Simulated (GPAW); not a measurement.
# How MoS3 (model structure) absorbs and reflects light, part 2 of 2

Aim: the dielectric function of MoS3 (model structure), and the optical constants that follow from it. The structure is a model built here, which may or may not match a known phase. It was built so: All O replaced by S and W replaced by Mo in the Pm-3m structure of WO3. The cell given below was relaxed beforehand with Ansatz.

GPAW 26.7.0; DFT, PBE, plane-wave PAW (GPAW data sets), scalar-relativistic, RPA, optical limit.

So far. Step 2 (Ground state): There are states at the Fermi level within the smearing, so the occupations stay smeared and the carriers get a Drude term.

## Step 4: Dielectric function, RPA

Local fields let the induced charge screen the field inside the cell, which as a rule lowers ε, most along directions where the density is uneven.

This step: DFT, PBE, plane-wave PAW (GPAW data sets), scalar-relativistic, RPA, optical limit (GPAW 26.7.0).

File df.py:

```python
from gpaw.response.df import DielectricFunction

df = DielectricFunction('full.gpw', frequencies={'type': 'nonlinear', 'domega0': 0.03, 'omega2': 8},
                        ecut=30,
                        eta=0.05,
                        nbands=36,
                        rate=0.03,
                        txt='df.txt')
for direction in ['x']:
    df.get_dielectric_function(xc='RPA', direction=direction, filename=f'df_{direction}.csv')
```

On the command line:

```sh
$ OMP_NUM_THREADS=1 python df.py
```

The program printed:

```text
Using integrator: PointIntegrator
NonLinearFrequencyDescriptor(from 0.000 to 78.754 eV, 518 points)
Nonperiodic BCs:  [False False False]
Using integrator: PointIntegrator
NonLinearFrequencyDescriptor(from 0.000 to 78.754 eV, 518 points)
Nonperiodic BCs:  [False False False]
Using integrator: PointIntegrator

Calculating chi0 body with:
    Ground state adapter containing:
    Number of spins: 1
    Number of kpoints: 512
    Number of irreducible kpoints: 35
    Number of completely occupied states: 13
    Number of partially occupied states: 21

    Linear response parametrization:
    q_c: [0.0, 0.0, 0.0]
    Number of frequency points: 518
    Planewave cutoff: 30.0
    Number of bands: 36
    Number of planewaves: 33
    Broadening (eta): 0.05

Integrating chi0 body.

Symmetries of q_c:
    Direct symmetries (Uq -> q): 48
    Indirect symmetries (TUq -> q): 0
In total 48 allowed symmetries.

35 groups of equivalent kpoints. 93.1640625% reduction.

Integral kind: spectral function

Calculating chi0 optical extensions with:
    Ground state adapter containing:
    Number of spins: 1
    Number of kpoints: 512
    Number of irreducible kpoints: 35
    Number of completely occupied states: 13
    Number of partially occupied states: 21

    Linear response parametrization:
    Number of frequency points: 518
    Planewave cutoff: 30.0
    Number of bands: 36
    Number of planewaves: 33
    Broadening (eta): 0.05
Integrating chi0 head and wings.

Symmetries of q_c:
    Direct symmetries (Uq -> q): 48
    Indirect symmetries (TUq -> q): 0
In total 48 allowed symmetries.

35 groups of equivalent kpoints. 93.1640625% reduction.

Integral kind: spectral function wings

Calculating drude chi0 with:
    Number of frequency points:518
    Plasma frequency decay rate: 0.03 eV

    Ground state adapter containing:
    Number of spins: 1
    Number of kpoints: 512
    Number of irreducible kpoints: 35
    Number of completely occupied states: 13
    Number of partially occupied states: 21

Symmetries of q_c:
    Direct symmetries (Uq -> q): 48
    Indirect symmetries (TUq -> q): 0
In total 48 allowed symmetries.

35 groups of equivalent kpoints. 93.1640625% reduction.

Integral kind: intraband
Plasma frequency:
[[3.+0.j 0.+0.j 0.+0.j]
 [0.+0.j 3.+0.j 0.+0.j]
 [0.+0.j 0.+0.j 3.+0.j]]
```

Wall time 11 s (1 thread of Arm Neoverse V2, shared host); peak memory 0.25 GiB.

Some rows of df_x.csv (energy; Re and Im without local fields; Re and Im with them):

```text
0.000000, 10073.260143, 0.000000, 10072.249650, 0.000000
0.366838, -49.045944, 15.535339, -50.035762, 15.484237
0.747880, 1.922072, 13.666910, 0.840614, 13.306203
1.143969, 32.958279, 62.023061, 33.755280, 55.948847
1.556014, -19.875598, 29.756417, -17.887000, 30.687098
1.984998, -8.920942, 3.605314, -8.989418, 3.701968
2.431988, -2.085701, 2.398210, -2.145068, 2.472613
2.898142, 1.499209, 5.719830, 1.527035, 5.821588
3.384719, 1.935694, 3.698029, 1.955118, 3.968727
3.893091, -0.062946, 3.041679, -0.396579, 3.209367
4.424758, -2.026971, 3.059601, -2.474518, 3.420613
4.981356, 0.171068, 4.195797, -0.195264, 4.480068
5.564682, 1.843071, 2.140591, 1.221349, 2.172781
6.176709, 0.433753, 2.736091, -0.257334, 2.766988
6.819608, 0.870951, 1.729797, 0.165496, 1.593110
7.495775, 1.589807, 1.792360, 0.728021, 1.610873
8.207861, 2.792578, 2.409266, 1.839159, 1.849497
8.958808, 2.020450, 3.408009, 1.092223, 2.372470
9.751884, 1.382574, 4.109719, 0.624605, 2.487679
10.590737, 0.421277, 3.018296, 0.366114, 1.758800
11.479449, -0.408554, 2.052302, -0.065449, 1.659747
12.422601, 0.950264, 2.298788, 0.298309, 0.991507
```

The Im ε, E ∥ x has structure finer than the step of the table below, so its rows give means over 0.5 eV, whole bins alone (the curve runs from 0.305 to 13.3 eV). Peaks (eV: height): 0.68: 23.1, 1.21: 69.2.

Sum at mesh points, not converged in k. The Im ε, E ∥ x by photon energy; means over each step:

```
photon energy (eV)  Im ε, E ∥ x
               1.0         28.9
               1.5         26.2
               2.0         4.90
               2.5         2.13
               3.0         4.51
               3.5         4.45
               4.0         6.12
               4.5         4.42
               5.0         3.88
               5.5         2.70
               6.0         2.82
               6.5         1.23
               7.0         1.27
               7.5         1.46
               8.0         1.45
               8.5         2.32
               9.0         2.26
               9.5         2.57
              10.0         2.15
              10.5         1.80
              11.0         1.80
              11.5         1.55
              12.0         1.19
              12.5         1.00
              13.0         1.03
```

Values under 1 per cm are given as 1; sum at mesh points, not converged in k. The absorption coefficient, E ∥ x by photon energy:

```csv
photon energy (eV),"absorption coefficient, E ∥ x (1/cm)"
0.492,1.8e5
1.010,1.7e5
1.486,6.3e5
1.985,6.2e5
2.508,3.8e5
3.018,5.7e5
3.510,4.1e5
3.980,3.7e5
4.516,6.4e5
4.981,7.7e5
5.515,4.6e5
6.021,8.3e5
6.494,5.9e5
6.985,4.5e5
7.496,5.5e5
8.026,4.3e5
8.516,8.0e5
9.023,7.7e5
9.483,1.0e6
10.026,1.0e6
10.519,9.5e5
11.029,1.1e6
11.479,1.1e6
12.023,9.6e5
12.504,7.1e5
13.000,7.4e5
```

The reflectivity at normal incidence, E ∥ x has structure finer than the step of the table below, so its rows give means over 0.25 eV, whole bins alone (the curve runs from 0.305 to 13.3 eV). Peaks (eV: height): 0.683: 53.9, 1.314: 74.9, 1.912: 82.6, 3.807: 42.1, 4.380: 50.2, 5.270: 44.0, 6.441: 48.2.

Sum at mesh points, not converged in k. Table of reflectivity at normal incidence, E ∥ x by photon energy; means over each step:

```csv
photon energy (eV),"reflectivity at normal incidence, E ∥ x (%)"
0.50,66.9
0.75,44.3
1.00,52.0
1.25,71.2
1.50,69.9
1.75,78.3
2.00,78.3
2.25,69.0
2.50,41.2
2.75,17.5
3.00,32.3
3.25,20.5
3.50,22.4
3.75,32.0
4.00,24.9
4.25,42.5
4.50,35.7
4.75,31.2
5.00,30.0
5.25,37.2
5.50,20.4
5.75,29.6
6.00,33.7
6.25,34.8
6.50,34.5
6.75,11.8
7.00,10.7
7.25,6.70
7.50,9.37
7.75,7.33
8.00,7.01
8.25,11.2
8.50,14.7
8.75,12.1
9.00,13.1
9.25,16.1
9.50,19.2
9.75,18.1
10.00,19.7
10.25,16.4
10.50,15.7
10.75,15.5
11.00,17.1
11.25,17.2
11.50,18.8
11.75,17.1
12.00,16.5
12.25,13.1
12.50,9.65
12.75,9.48
13.00,9.22
```

The loss function −Im 1/ε at q → 0, E ∥ x has structure finer than the step of the table below, so its rows give means over 0.5 eV, whole bins alone (the curve runs from 0.305 to 13.3 eV). Peaks (eV: height): 2.62: 0.610, 3.22: 0.374, 5.51: 0.559, 6.55: 1.60, 6.99: 0.835, 7.79: 0.596, 12.26: 0.986.

Sum at mesh points, not converged in k. Loss function −Im 1/ε at q → 0, E ∥ x against energy loss; means over each step:

energy loss (eV), loss function −Im 1/ε at q → 0, E ∥ x and a bar:
```
      1.0       0.03 
      1.5       0.03 
      2.0       0.04 #
      2.5       0.30 ##########
      3.0       0.22 #######
      3.5       0.19 ######
      4.0       0.16 #####
      4.5       0.22 #######
      5.0       0.25 ########
      5.5       0.36 ############
      6.0       0.33 ###########
      6.5       0.71 ########################
      7.0       0.68 #######################
      7.5       0.48 ################
      8.0       0.34 ###########
      8.5       0.34 ###########
      9.0       0.34 ###########
      9.5       0.38 ############
     10.0       0.47 ################
     10.5       0.54 ##################
     11.0       0.55 ##################
     11.5       0.65 ######################
     12.0       0.84 #############################
     12.5       0.87 ##############################
     13.0       0.81 ############################
```

The Im ε, E ∥ x has structure finer than the step of the table below, so its rows give means over 0.5 eV, whole bins alone (the curve runs from 0.305 to 13.3 eV). Peaks (eV: height): without local fields 0.68: 23.8, 1.18: 71.7; with local fields 0.68: 23.1, 1.21: 69.2.

Sum at mesh points, not converged in k. Table of Im ε, E ∥ x by photon energy; means over each step:

```csv
photon energy (eV),without local fields,with local fields
1.0,31.1,28.9
1.5,25.9,26.2
2.0,4.68,4.90
2.5,2.09,2.13
3.0,4.40,4.51
3.5,4.24,4.45
4.0,5.95,6.12
4.5,4.03,4.42
5.0,3.61,3.88
5.5,2.55,2.70
6.0,2.66,2.82
6.5,1.24,1.23
7.0,1.39,1.27
7.5,1.61,1.46
8.0,1.86,1.45
8.5,2.79,2.32
9.0,3.22,2.26
9.5,3.74,2.57
10.0,3.41,2.15
10.5,3.14,1.80
11.0,3.01,1.80
11.5,2.11,1.55
12.0,1.84,1.19
12.5,2.38,1.00
13.0,2.53,1.03
```

From ε follow the optical constants at some laser and lamp lines:

```csv
wavelength (nm),n,k,R (%),1/α
1550,3.09,1.461,34.9,85 nm
1064,6.82,4.626,67.0,18 nm
633,0.60,3.226,81.5,16 nm
405,1.27,1.628,34.9,20 nm
365,1.81,1.112,20.7,26 nm
248,1.40,1.552,31.6,13 nm
193,0.46,1.165,47.3,13 nm
```

A polished face would reflect 66 % of daylight and look yellow (CIE x = 0.405, y = 0.433 under D65).

## Step 5: Results

**Reading.** At this level (PBE, RPA) MoS3 is a metal. The mesh is too coarse to trust the carriers' weight, the reflectivity or the colour to better than tens of per cent. A polished face would reflect 66 % of daylight and look yellow (CIE x = 0.405, y = 0.433 under D65). The carriers' damping of 0.03 eV is typed, not computed; it shapes the response at the lowest energies. The run has no spin polarisation; magnetic order or correlation, untested here, could change the spectrum. The curves end at 13 eV, about where the summed bands run out. In this version of GPAW the matrix elements of the optical limit are incomplete, which can lower ε − 1 by up to a tenth where first-row anions or d states rule, and shift it by more in d metals. GPAW's carrier term has the form −ωp²/(ω + i·rate)², which damps like twice the rate and fails at low energy, so the curves leave the lowest energies out. The sum runs over mesh points 0.17 Å⁻¹ apart with no interpolation, so peaks are partly noise of the mesh, and the Drude plasma energy, a sum over the Fermi surface, isn't converged.

[Machine, clock and banner lines and Python warnings are left out of the logs.]

[Logs are printed without paths, hosts, clocks, repeated set-up lines and the standing remarks that a program may print on its own settings, such as how far it seeks lower states.]

[Hosts, paths, dates, database ids (printed as entryN), source tags and the programs' standing remarks are cut or masked in the printed files.]
